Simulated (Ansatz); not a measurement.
**Li2Te2Pt (built on the Rb2Te2Pt structure): a soft mode frozen in**

Which phase does Li2Te2Pt (built on the Rb2Te2Pt structure) fall into along its unstable mode, and how much energy does it gain?

Main program and level: Ansatz 0.2.0; DFT PBEsol, scalar-relativistic, plane waves, PAW.

The structure was built from a prototype and need not be the compound's stable phase.

## 1. The starting structure

The structure is orthorhombic, space group Immm (No. 71). Conventional cell: a = 3.803 Å, b = 7.316 Å, c = 8.379 Å, α = 90.00°, β = 90.00°, γ = 90.00°. Nearest to Li lie 6 Te at 2.87 to 3.30 Å and 2 Pt at 2.93 Å. Nearest to Te lie 2 Pt at 2.63 Å and 6 Li at 2.87 to 3.30 Å. Nearest to Pt lie 4 Te at 2.63 Å and 4 Li at 2.93 Å. Farther neighbours, and contacts between anions beyond the nearest, are not listed.

Coordinates:

```cif
data_structure
_symmetry_space_group_name_H-M 'Immm'
_symmetry_Int_Tables_number 71
_cell_length_a 3.8033
_cell_length_b 7.3156
_cell_length_c 8.3786
_cell_angle_alpha 90.000
_cell_angle_beta 90.000
_cell_angle_gamma 90.000
_cell_volume 233.12
loop_
_atom_site_label
_atom_site_type_symbol
_atom_site_symmetry_multiplicity
_atom_site_Wyckoff_symbol
_atom_site_fract_x
_atom_site_fract_y
_atom_site_fract_z
_atom_site_occupancy
Li1 Li 4 j 0.00000 0.50000 0.23473 1
Te1 Te 4 h 0.50000 0.24799 0.00000 1
Pt1 Pt 2 a 0.00000 0.00000 0.00000 1
```

## 2. Zone-centre response

The zone centre is the only wavevector solved here; it holds the modes that light can see. No field response is asked, since the mesh shows no gap.

Input file input.yaml:

```yaml
crystal:
  lattice:
    - [-1.9016524247, 3.6578058321, 4.189318083]
    - [1.9016524247, -3.6578058321, 4.189318083]
    - [1.9016524247, 3.6578058321, -4.189318083]
  atoms:
    - { symbol: Li, position: [0.7347347715, 0.2347347715, 0.5] }
    - { symbol: Li, position: [0.2652652285, 0.7652652285, 0.5] }
    - { symbol: Te, position: [0.2479880892, 0.5, 0.7479880892] }
    - { symbol: Te, position: [0.7520119108, 0.5, 0.2520119108] }
    - { symbol: Pt, position: [0.0, 0.0, 0.0] }
kpoints:
  mp_grid: { grid: [12, 12, 12] }
hamiltonian:
  xc: pbesol
scf:
  occupations: { method: methfessel_paxton, width: 0.2 }
output:
  eigenvalues: true
phonons:
  method: dfpt
```

Run with:

```
> ansatz run input.yaml --threads 8 --pin off --max-ram 14336MiB --backend cpu --events-out ev --progress --plain --runs-dir out
```

What it wrote:

```text
zone centre: on kpoints.mp_grid the ground state, and the responses unless they are solved on pairs of k-points, stand on 476 of the mesh's 1728 k-points, reduced under 2 symmetry operations, with k and −k counted as one. Each operation leaves every solved displacement unchanged or reverses it
Engine: ansatz 0.2.0, aarch64-unknown-linux-gnu
Pseudopotentials: kind: paw
Pseudopotential: Li, paw, valence charge 3, recommended cutoff 420 eV (normal), Li.paw.azcp
Pseudopotential: Te, paw, valence charge 16, recommended cutoff 420 eV (normal), Te.paw.azcp
Pseudopotential: Pt, paw, valence charge 18, recommended cutoff 420 eV (normal), Pt.paw.azcp
Functional definition: PBEsol
  exchange = pbesol_x
  correlation = pbesol_c
Crystal: 5 atoms, lattice volume = 116.561 Å³
Basis set: ecut = 420 eV, 2289 PW (Γ), exchange–correlation on 80×80×80 points (8 copies of the dense FFT grid, shifted against one another)
Bands: 34, of which v1, the nominal top of the filled ones, is band 28 counted from 1 (27 counted from 0)
Symmetry: 8 space group operations
k-points: 476 of 1728 (irreducible under 2 space group operations, time reversal used)
Non-local potential: Li, projectors of the file, l = 0: 3, l = 1: 2, l = 2: 1
Non-local potential: Te, projectors of the file, l = 0: 2, l = 1: 2, l = 2: 2, l = 3: 2
Non-local potential: Pt, projectors of the file, l = 0: 3, l = 1: 2, l = 2: 2, l = 3: 1
PAW form: soft (Blöchl's): semilocal exchange-correlation on the pseudo side does not see the compensation charge
PAW frozen core: Te, regenerated for the run's functional, and the local potential with it (the file was generated under x = pbe(κ = 0.804, μ = 0.219515), c = pbe(β = 0.066725))
PAW frozen core: Pt, regenerated for the run's functional, and the local potential with it (the file was generated under x = pbe(κ = 0.804, μ = 0.219515), c = pbe(β = 0.066725))
PAW one-centre angular grid: Li, 110 points (default); XC on 64 Gauss nodes
PAW one-centre angular grid: Te, 590 points (default); XC on 64 Gauss nodes
PAW one-centre angular grid: Pt, 590 points (default); XC on 64 Gauss nodes
Initial density: superposition of atomic densities (neutral atoms: chi_scale 0, normalization atom), corrected by the library's trained network
Initial wavefunctions: pseudopotential atomic-orbital guess
Functional: x = pbesol(κ = 0.804, μ = 0.123457), c = pbesol(β = 0.046)
SCF iter   1: F=—  HF=-26595.837943 eV  |F-HF|=—  |Δ(HF+E_count)|=         —  Δρ=3.21e-3  dr2=9.41e-3  ethr=1.77e-3  ⟨swp⟩=6.5  Hψ=68516  notcnv=0
preconditioner: auto → Kerker (q_TF=auto, 2.415 Å⁻¹)  [metal: Δε(μ)=0.008 eV  Ē_g=7.959 eV  σ=0.200 eV  W_gap=0.04  n_scr=32 (ndim 8)  ℏωp=16.8 eV  f_vac=0.001  D(μ)=0.49/eV (n_scr^D=0)]
SCF iter   2: F=—  HF=-26595.835835 eV  |F-HF|=—  |Δ(HF+E_count)|=   2.11e-3  S|Δr|=    0.00e0  Δρ=1.69e-3  dr2=4.59e-3  ethr=1.68e-5  ⟨swp⟩=2.1  Hψ=26002  notcnv=0
SCF iter   3: F=—  HF=-26595.834760 eV  |F-HF|=—  |Δ(HF+E_count)|=   1.08e-3  S|Δr|=    0.00e0  Δρ=4.49e-4  dr2=8.17e-4  ethr=8.20e-6  ⟨swp⟩=2.1  Hψ=26529  notcnv=0
SCF iter   4: F=—  HF=-26595.834598 eV  |F-HF|=—  |Δ(HF+E_count)|=   1.61e-4  S|Δr|=    0.00e0  Δρ=1.89e-4  dr2=1.09e-4  ethr=1.46e-6  ⟨swp⟩=2.0  Hψ=20006  notcnv=0
SCF iter   5: F=—  HF=-26595.834587 eV  |F-HF|=—  |Δ(HF+E_count)|=   1.11e-5  S|Δr|=    0.00e0  Δρ=8.57e-5  dr2=1.36e-5  ethr=1.95e-7  ⟨swp⟩=2.0  Hψ=19444  notcnv=0
SCF iter   6: F=—  HF=-26595.834585 eV  |F-HF|=—  |Δ(HF+E_count)|=   2.49e-6  S|Δr|=    0.00e0  Δρ=4.36e-5  dr2=3.31e-6  ethr=2.43e-8  ⟨swp⟩=2.0  Hψ=27984  notcnv=0
SCF iter   7: F=—  HF=-26595.834585 eV  |F-HF|=—  |Δ(HF+E_count)|=   2.12e-7  S|Δr|=    0.00e0  Δρ=1.15e-5  dr2=2.29e-7  ethr=5.91e-9  ⟨swp⟩=2.0  Hψ=20253  notcnv=0
SCF iter   8: F=—  HF=-26595.834585 eV  |F-HF|=—  |Δ(HF+E_count)|=   5.19e-8  S|Δr|=    0.00e0  Δρ=4.22e-6  dr2=2.95e-8  ethr=4.09e-10  ⟨swp⟩=3.0  Hψ=30565  notcnv=0
SCF iter   9: F=—  HF=-26595.834585 eV  |F-HF|=—  |Δ(HF+E_count)|=   3.46e-9  S|Δr|=    0.00e0  Δρ=1.15e-6  dr2=2.28e-9  ethr=5.28e-11  ⟨swp⟩=2.1  Hψ=25766  notcnv=0
SCF iter  10: F=—  HF=-26595.834585 eV  |F-HF|=—  |Δ(HF+E_count)|=  5.89e-10  S|Δr|=    0.00e0  Δρ=2.90e-7  dr2=1.75e-10  ethr=4.07e-12  ⟨swp⟩=2.0  Hψ=20616  notcnv=0
SCF iter  11: F=—  HF=-26595.834585 eV  |F-HF|=—  |Δ(HF+E_count)|=  4.37e-11  S|Δr|=    0.00e0  Δρ=1.00e-7  dr2=2.30e-11  ethr=1.00e-12  ⟨swp⟩=1.0  Hψ=15569  notcnv=0
SCF iter  12: F=-26595.834585 eV  HF=-26595.834585 eV  |F-HF|=7.28e-12  |Δ(HF+E_count)|=  7.28e-12  S|Δr|=    0.00e0  Δρ=2.66e-8  dr2=1.19e-12  ethr=1.00e-12  ⟨swp⟩=11.0  Hψ=80922  notcnv=0
SCF 1 converged in 12 iterations: F = -26595.834585 eV  dr2 = 1.19e-12
  greatest PAW one-centre occupation: 1.000 electrons in one spin orbital (limit 2), on the Pt atom at site 4 (counted from 0), in its partial waves of l = 0
DFPT response loops at Γ: preconditioner auto → Kerker (q_TF=auto, 2.415 Å⁻¹) (partly filled bands, converged f_vac=0.001); β = 1.00, the filter's whole step (`scf.mixing.beta` (0.50) is not read by the response loops under this deck's `scf.mixing.preconditioner`; to damp them name `kerker` or `kerker_dos`, under which they read `scf.mixing.beta`, and type it under 1.00, their step now; both keys bind the ground state too); Broyden in place of MSR1
SCF converged after 12 iterations
Stability not checked: this state was not tested for a lower state beside it, because cold or Methfessel-Paxton smearing, or corrected tetrahedra, fill the levels in a way that the test cannot read (fill_not_monotonic; see scf.lower_state_search)
Free energy (F): -26595.834585 eV
Harris-Foulkes:  -26595.834585 eV  (|F-HF|=7.28e-12)
Internal energy: -26595.837364 eV  (E = F + TS)
E sigma→0 (E₀):  -26595.835280 eV
Entropy (-TS):   0.002779 eV (0.556 meV/atom)
Fermi energy:    8.313188 eV
--- Per-component energies (eV) ---
  E_band       = -1062.142523
  E_kinetic    = 1046.902042
  E_local      = -6277.347086  (includes V_loc(G=0)·N_el)
  E_nonlocal   = -477.951675
  E_hartree    = 3132.116467
  E_xc         = -529.289720
  E_vxc        = -539.609866  (∫ρ·V_xc dr)
  E_paw        = -18526.933995  (= ΣΔE_a)
  E_vpaw       = -1078.368721  (= ΣTr[D̂ρ^β])
  E_aug_tail   = -0.000150  (compensation charges beyond the density's cutoff)
  E_ewald      = -4964.369859
  E_core_change = 1.036612  (= ΣΔE_core)
  E_smearing   = 0.002779  (= −TS)
  E_closure    = -0.000000  (closes the sum)
  Σ components = -26595.834585   (vs F -26595.834585, Δ=0.00e0)
--- Band table (eV; the first three rows and the last of 476) ---
  k-point 0: bands = [... 24 lower, 6.1952, 7.4996, 7.6706, 7.7967, 9.3921, 10.8083, 10.8687, 12.5833, ... 2 higher]
  k-point 1: bands = [... 24 lower, 6.5148, 7.2736, 7.4566, 7.7756, 9.4952, 10.2360, 11.2741, 12.6815, ... 2 higher]
  k-point 2: bands = [... 24 lower, 6.7066, 6.9505, 7.3697, 7.5837, 9.3199, 9.7668, 11.8718, 12.1366, ... 2 higher]
  k-point 475: bands = [... 24 lower, 5.9359, 7.2608, 8.1946, 8.6026, 11.1431, 11.2464, 11.6550, 12.1563, ... 2 higher]
--- Phonons (Γ-DFPT): 9 representative perturbations + reference, on 476 of 1728 k-points (Σ response iterations 33) ---
  k mesh reduced under 2 symmetry operations, with k and −k counted as one. Each operation leaves every solved displacement unchanged or reverses it
  ASR residual: 2.105e-5 → 0.000e0 eV/Å²; symmetrization residual: 4.730e-6 eV/Å²
  ASR residual per site (eV/Å²): 2.11e-5 2.11e-5 7.63e-6 7.63e-6 8.19e-6
  Γ frequencies (cm⁻¹): -47.40 -33.22 0.00 0.00 0.00 51.72 77.31 123.65 126.60 148.57 157.34 177.49 185.53 260.69 266.16
  non-analytic LO–TO correction: not included (Born effective charges unavailable; polar crystals: no LO–TO splitting at Γ)
```

Run time: 4.2 min. Hardware: 8 threads of Arm Neoverse V2, shared host; peak memory 5.7 GiB.

Reading the cycles: dr2 is the Hartree energy of the density residual (eV), the measure of convergence; HF is the Harris–Foulkes estimate of the energy, which meets the free energy F at convergence.

Read from the output:

| Item | Value |
| --- | --- |
| volume per atom | 23.31 Å³ |
| gap on the k-mesh | 0 eV |
| sum-rule residual before enforcement | 2.11e-5 eV/Å² |
| point group | mmm |
| highest optical mode at the zone centre (no LO-TO term) | 266.2 cm⁻¹ |
| lowest optical zone-centre mode | -47.4 cm⁻¹ |

Patterns of degenerate modes are one choice out of their space. Modes at Γ, with each element's share of the kinetic energy (negative means imaginary):

```csv
mode,frequency (cm⁻¹),symmetry,Li %,Te %,Pt %
1,-47.4,B3u,95,5,0
2,-33.2,B3g,19,81,0
3,0.0,acoustic,3,55,42
4,0.0,acoustic,3,55,42
5,0.0,acoustic,3,55,42
6,51.7,B2g,100,0,0
7,77.3,B1u,2,40,58
8,123.7,B2u,94,0,6
9,126.6,B1g,0,100,0
10,148.6,Ag,3,97,0
11,157.3,B3g,81,19,0
12,177.5,B2u,3,45,52
13,185.5,B3u,2,40,58
14,260.7,B1u,95,5,0
15,266.2,Ag,97,3,0
```

Displacements in mode 1 (-47.4 cm⁻¹), the largest set to 1:
```
Li1  1.00  0.00  0.00
Li2  1.00  0.00  0.00
Te3 -0.06  0.00  0.00
Te4 -0.06  0.00  0.00
Pt5  0.00  0.00  0.00
```

Displacements in mode 12 (177.5 cm⁻¹), the largest set to 1:
```
Li1  0.00  0.86  0.00
Li2  0.00  0.86  0.00
Te3  0.00 -0.81  0.00
Te4  0.00 -0.81  0.00
Pt5  0.00  1.00  0.00
```

Before it was imposed, the acoustic sum rule was missed by 2.1e-5 eV/Å². Small misses are needed for a sound result but don't prove that mesh and cutoff are converged. The lowest optical mode is imaginary, 47.4i cm⁻¹, so the energy falls along it.

## 3. The mode frozen in, largest atomic shift 0 Å

The mode followed lies at Γ with frequency 47.4i cm⁻¹, the softest among the wavevectors solved. At small amplitude the pattern taken leaves space group no. 44 by a symmetry search on the positions. The undistorted cell that holds it gives the zero of energy on the same k mesh.

Changes to input.yaml since step 2:

```diff
@@ -18,4 +18,4 @@
 output:
+  forces: true
+  stress: true
   eigenvalues: true
-phonons:
-  method: dfpt
```

What it wrote:

```text
[...]
Crystal: 5 atoms, lattice volume = 116.561 Å³
Basis set: ecut = 420 eV, 2289 PW (Γ), exchange–correlation on 80×80×80 points (8 copies of the dense FFT grid, shifted against one another)
Bands: 34, of which v1, the nominal top of the filled ones, is band 28 counted from 1 (27 counted from 0)
Symmetry: 8 space group operations
[...]
k-points: 280 of 1728
[...]
k-point 0: bands = [... 24 lower, 6.1952, 7.4996, 7.6706, 7.7967, 9.3921, 10.8083, 10.8687, 12.5833, ... 2 higher]
  k-point 1: bands = [... 24 lower, 6.5148, 7.2737, 7.4566, 7.7756, 9.4952, 10.2360, 11.2740, 12.6815, ... 2 higher]
  k-point 2: bands = [... 24 lower, 6.7066, 6.9505, 7.3696, 7.5837, 9.3199, 9.7668, 11.8718, 12.1366, ... 2 higher]
  k-point 279: bands = [... 24 lower, 5.9359, 7.2608, 8.1946, 8.6026, 11.1431, 11.2464, 11.6550, 12.1563, ... 2 higher]
[key lines of the parts left out:]
SCF converged after 8 iterations
Free energy (F): -26595.834585 eV
Fermi energy:    8.313180 eV
P = ⅓ Tr σ = -0.0056 GPa (-0.056 kbar)
```

It took 6.9 s on 8 threads; peak memory 1.1 GiB; 52 s of CPU time.

This step gave:

| Property | Result |
| --- | --- |
| pressure | -0.005603 GPa |
| energy from the undistorted cell | 0 meV/atom |

The run ends at a pressure of -0.01 GPa, with forces up to 2.8e-4 eV/Å.

## 4. The mode frozen in, largest atomic shift 0.32 Å

The atoms are moved along the unstable eigenvector, the largest shift by 0.32 Å, with the cell fixed.

input.yaml, the sections that differ from step 3:

```yaml
crystal:
  lattice:
    - [-1.9016524247, 3.6578058321, 4.189318083]
    - [1.9016524247, -3.6578058321, 4.189318083]
    - [1.9016524247, 3.6578058321, -4.189318083]
  atoms:
    - { symbol: Li, position: [0.7347347715, 0.1505974193, 0.4158626477] }
    - { symbol: Li, position: [0.2652652285, 0.6811278762, 0.4158626477] }
    - { symbol: Te, position: [0.2479880892, 0.504688694, 0.7526767833] }
    - { symbol: Te, position: [0.7520119108, 0.504688694, 0.2567006048] }
    - { symbol: Pt, position: [0.0, -0.000147261, -0.000147261] }
# kpoints, hamiltonian, scf, output: as in step 3
```

What it wrote:

```text
[...]
Crystal: 5 atoms, lattice volume = 116.561 Å³
Basis set: ecut = 420 eV, 2289 PW (Γ), exchange–correlation on 80×80×80 points (8 copies of the dense FFT grid, shifted against one another)
Bands: 34, of which v1, the nominal top of the filled ones, is band 28 counted from 1 (27 counted from 0)
Symmetry: 4 space group operations
[...]
k-point 0: bands = [... 24 lower, 6.1911, 7.4814, 7.6594, 7.7827, 9.4025, 10.8329, 10.8503, 12.5356, ... 2 higher]
  k-point 1: bands = [... 24 lower, 6.4986, 7.2700, 7.4385, 7.7577, 9.5082, 10.2379, 11.2856, 12.6113, ... 2 higher]
  k-point 2: bands = [... 24 lower, 6.7026, 6.9278, 7.3501, 7.5608, 9.3398, 9.7864, 11.8404, 12.1632, ... 2 higher]
  k-point 279: bands = [... 24 lower, 5.8707, 7.2953, 8.1831, 8.5856, 11.1204, 11.1810, 11.6737, 12.1407, ... 2 higher]
[key lines of the parts left out:]
SCF converged after 8 iterations
Free energy (F): -26595.838223 eV
Fermi energy:    8.315382 eV
P = ⅓ Tr σ = 0.2332 GPa (2.332 kbar)
```

The job ended after 12 s (8 threads; peak memory 1.1 GiB).

Read from the output:

| Quantity | Value |
| --- | --- |
| pressure | 0.2332 GPa |
| energy from the undistorted cell | -0.705 meV/atom |

The energy, extrapolated to zero smearing, is -0.70 meV/atom against the undistorted cell.

The run ends at a pressure of 0.23 GPa, with forces up to 0.052 eV/Å.

## 5. Energy along the mode, all amplitudes (two of the runs are shown above)

An imaginary frequency means negative curvature, so the energy should fall and then rise again as anharmonic terms take over.

This step gave:

| Property | Result |
| --- | --- |
| depth at the lowest point sampled | 0.705 meV/atom |
| largest atomic shift at that point | 0.32 Å |

Table of energy from the parent by largest atomic shift:

```csv
largest atomic shift (Å),energy from the parent (meV/atom)
0.000,0
0.040,-0.019
0.080,-0.074
0.140,-0.214
0.220,-0.46
0.320,-0.705
0.450,-0.473
0.600,1.48
```

Displacement at unit largest shift by atom:

```csv
atom,x (Å),y (Å),z (Å),size
Li1,-1.00,0.00,0.00,1.00
Li2,-1.00,0.00,0.00,1.00
Te3,0.06,0.00,0.00,0.06
Te4,0.06,0.00,0.00,0.06
Pt5,0.00,0.00,0.00,0.00
```

The lowest step is at 0.32 Å, 0.705 meV/atom below the parent, and the energy rises beyond it.

(Continued in part 2 of 2.)

[Long decimals in the printed logs are rounded to 6 places.]

[Logs are printed without paths, hosts, clocks, repeated set-up lines and the standing remarks that a program may print on its own settings, such as how far it seeks lower states.]

[Hosts, paths, dates, database ids (printed as entryN), source tags and the programs' standing remarks are cut or masked in the printed files.]

[Where the starting crystal was built by hand or by swapping elements, it need not be the compound's stable phase.]
